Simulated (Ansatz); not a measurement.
**Starting-point dependence of the GW gap of SnO2 (Cassiterite)**

How much of the starting functional survives in the G0W0 gap of SnO2 (Cassiterite)?

Program: Ansatz 0.2.0. Level of theory: G0W0 on several functionals, plane waves, PAW. Results are calculated unless marked as measured.

Report form: the programs' logs are mostly left out.

In doubt: masses and optical values from hybrid runs of this build are listed as unsure (step 4), which bears on the screening that GW takes from such a start.

## (1) Starting point

It takes space group P4_2/mnm (No. 136, tetragonal). The conventional cell has a = 4.738 Å, b = 4.738 Å, c = 3.187 Å, α = 90.00°, β = 90.00°, γ = 90.00°. Sn has 6 O at 2.05 to 2.06 Å nearest. O has 3 Sn at 2.05 to 2.06 Å nearest. Farther neighbours and most contacts between anions are not listed.

As a file:

```cif
data_structure
_symmetry_space_group_name_H-M 'P 1'
_symmetry_Int_Tables_number 1
_cell_length_a 4.7380
_cell_length_b 4.7380
_cell_length_c 3.1865
_cell_angle_alpha 90.000
_cell_angle_beta 90.000
_cell_angle_gamma 90.000
_cell_volume 71.53
loop_
_atom_site_label
_atom_site_type_symbol
_atom_site_fract_x
_atom_site_fract_y
_atom_site_fract_z
_atom_site_occupancy
Sn1 Sn 0.00000 0.00000 0.00000 1
Sn2 Sn 0.50000 0.50000 0.50000 1
O3 O 0.30710 0.30710 0.00000 1
O4 O 0.19290 0.80710 0.50000 1
O5 O 0.69290 0.69290 0.00000 1
O6 O 0.80710 0.19290 0.50000 1
```

The cell and positions come from the Crystallography Open Database and are kept as given unless a step says otherwise. The default PAW set here is soft_2. Its files were made with PBE.

## (2) G0W0 on LDA

Now the one-shot GW correction: screening in the RPA, then the self-energy of the levels asked for.

This step: G0W0 on LDA, plane waves, PAW.

input.yaml reads:

```yaml
crystal:
  lattice:
    - [4.738, 0.0, 0.0]
    - [0.0, 4.738, 0.0]
    - [0.0, 0.0, 3.1865]
  atoms:
    - { symbol: Sn, position: [0.0, 0.0, 0.0] }
    - { symbol: Sn, position: [0.5, 0.5, 0.5] }
    - { symbol: O, position: [0.3071, 0.3071, 0.0] }
    - { symbol: O, position: [0.1929, 0.8071, 0.5] }
    - { symbol: O, position: [0.6929, 0.6929, 0.0] }
    - { symbol: O, position: [0.8071, 0.1929, 0.5] }
kpoints:
  mp_grid: { grid: [4, 4, 4] }
hamiltonian:
  xc: lda
scf:
  occupations: { method: fixed }
gw:
  n_empty_bands: 459
  ecut_chi: 200.0
  qp_bands: [v2, c2]
  qp_kpoints: band_edges
  screening: { model: contour_deformation }
```

Run with:

```
> ansatz run input.yaml --threads 3 --pin off --max-ram 64512MiB --backend cuda --events-out ev --progress --plain --runs-dir out --devices 1 --max-vram 24GiB  # rebuilt from the run's record
```

The job ended after 18 s (1 × NVIDIA H100 80GB HBM3 (shared by 3 runs) with 3 threads of AMD EPYC 7R13 (Zen 3), shared host; peak memory 2 GiB; 31 s of CPU time).

Numbers from this step:

- bands summed: 485
- RPA ε∞ on this mesh (eigenvalues): 4.674, 4.674, 4.899
- plane waves in the screening matrix: 471
- q-points in the mesh: 64
- G0W0 gap on the mesh: 2.817 eV
- k of the valence top: 0, 0, 0
- k of the conduction bottom: 0, 0, 0
- starting gap on the mesh: 1.133 eV
- Z at the valence top: 0.7452
- Z at the conduction bottom: 0.8161
- least direct G0W0 gap on the computed points: 2.817 eV

The gap on the mesh goes from 1.13 eV to 2.82 eV, a correction of +1.68 eV. Between the two edge states, bare exchange in place of the xc potential would open the gap by 10.32 eV, and correlation takes back 8.64 eV.

## (3) G0W0 on PBE

One-shot GW remembers its start. Another functional's orbitals and levels show by how much.

This step: G0W0 on PBE, plane waves, PAW.

Edit input.yaml of step 2 so:

```diff
@@ -15,3 +15,3 @@
 hamiltonian:
-  xc: lda
+  xc: pbe
 scf:
```

Wall time 20 s (1 × NVIDIA H100 80GB HBM3 (shared by 3 runs) with 3 threads); peak memory 2 GiB.

Numbers from this step:

| Item | Value |
| --- | --- |
| bands summed | 485 |
| RPA ε∞ on this mesh (eigenvalues) | 4.441, 4.441, 4.711 |
| plane waves in the screening matrix | 471 |
| q-points in the mesh | 64 |
| G0W0 gap on the mesh | 2.824 eV |
| k of the valence top | 0, 0, 0 |
| k of the conduction bottom | 0, 0, 0 |
| starting gap on the mesh | 1.281 eV |
| Z at the valence top | 0.7486 |
| Z at the conduction bottom | 0.8202 |
| least direct G0W0 gap on the computed points | 2.824 eV |

Against the run with 4×4×4 mesh, 459 empty bands, screening to 200 eV on LDA, the gap moves by +0.007 eV, while the start moved by +0.15 eV.

## (4) G0W0 on HSE06

This step: G0W0 on HSE06, plane waves, PAW.

Edit input.yaml of step 3 so:

```diff
@@ -15,3 +15,3 @@
 hamiltonian:
-  xc: pbe
+  xc: hse06
 scf:
```

The job ended after 46 s (1 × NVIDIA H100 80GB HBM3 (shared by 3 runs) with 3 threads; peak memory 2.3 GiB).

This step gave:

| Property | Result |
| --- | --- |
| bands summed | 485 |
| RPA ε∞ on this mesh (eigenvalues) | 3.338, 3.338, 3.706 |
| plane waves in the screening matrix | 471 |
| G0W0 gap on the mesh | 3.739 eV |
| k of the valence top | 0, 0, 0 |
| k of the conduction bottom | 0, 0, 0 |
| starting gap on the mesh | 3.041 eV |
| least direct G0W0 gap on the computed points | 3.739 eV |

Against the run with 4×4×4 mesh, 459 empty bands, screening to 200 eV on PBE, the gap moves by +0.92 eV, while the start moved by +1.76 eV.

## (5) Side by side

All on the 4×4×4 mesh with 459 empty bands and screening to 200 eV. Times are wall times on 1 × NVIDIA H100 80GB HBM3 (shared by 3 runs) with 3 threads of AMD EPYC 7R13 (Zen 3), shared host, good to a factor of about two.

```tsv
start	starting gap (eV)	shift (eV)	G0W0 gap (eV)	RPA ε∞ (harmonic mean)	Z (valence, conduction)	time
LDA	1.13	+1.68	2.82	4.75	0.75, 0.82	18 s
PBE	1.28	+1.54	2.82	4.53	0.75, 0.82	20 s
HSE06	3.04	+0.70	3.74	3.45	0.79, 0.85	46 s
```

The parts of the quasiparticle energy at the two band edges (eV; QP = start + Σx + Σc − Vxc):

```tsv
run	edge	start	Σx	Σc	Vxc	Z	QP
LDA	valence top	9.16	-27.08	4.99	-21.22	0.75	8.29
LDA	conduction bottom	10.29	-14.71	-3.65	-19.17	0.82	11.10
PBE	valence top	9.53	-27.18	5.03	-21.14	0.75	8.52
PBE	conduction bottom	10.81	-14.43	-3.61	-18.58	0.82	11.34
HSE06	valence top	8.19	-27.19	4.44	-22.49	0.79	7.93
HSE06	conduction bottom	11.23	-13.61	-3.68	-17.74	0.85	11.67
```

For a hybrid start, Vxc holds its share of exact exchange.

## (6) Summary of results

```json
{
 "G0W0@LDA": "2.82 eV (start 1.13 eV)",
 "G0W0@PBE": "2.82 eV (start 1.28 eV)",
 "G0W0@HSE06": "3.74 eV (start 3.04 eV)",
 "known limits": "not at the basis limit; no spin-orbit coupling; coarse k mesh"
}
```

In words: The starting gaps span 1.91 eV and the G0W0 gaps 0.92 eV. Between LDA and HSE06, 0.92 eV of the 1.91 eV survives, 48 %. HSE06 screens less than LDA (ε∞ 3.45 against 4.75). Of the 0.92 eV by which its G0W0 gap is higher, the correlation part gives +0.51 eV, and exchange with the one-particle terms, which follow the orbitals, +0.41 eV. The smallest correction, +0.70 eV, is on HSE06, the start nearest to reproducing itself. Bands and cutoff are finite, so the gap is not at the basis limit. The miss can reach some tenths of an eV and take either sign; the mesh is an error of its own. The 4×4×4 mesh is coarse for this cell (its supercell is 13 Å along the shortest edge). The RPA ε∞ on it, from the LDA start, is 4.67 and 4.90; such meshes misread the long-range screening, most where the gap is narrow. The many-body steps are scalar-relativistic: spin-orbit coupling is not in them.

[Paths, hosts, dates, memory and timing lines, banners, echoed tables and standing remarks are left out of the program output.]

[Logs are printed without paths, hosts, clocks, repeated set-up lines and the standing remarks that a program may print on its own settings, such as how far it seeks lower states.]

[Runs of the session that timed out or met a known fault of the program may be left out.]

[Cells called generated may have been cut or substituted from an entry of the Crystallography Open Database or the Materials Project.]

[Hosts, paths, dates, database ids (printed as entryN), source tags and the programs' standing remarks are cut or masked in the printed files.]
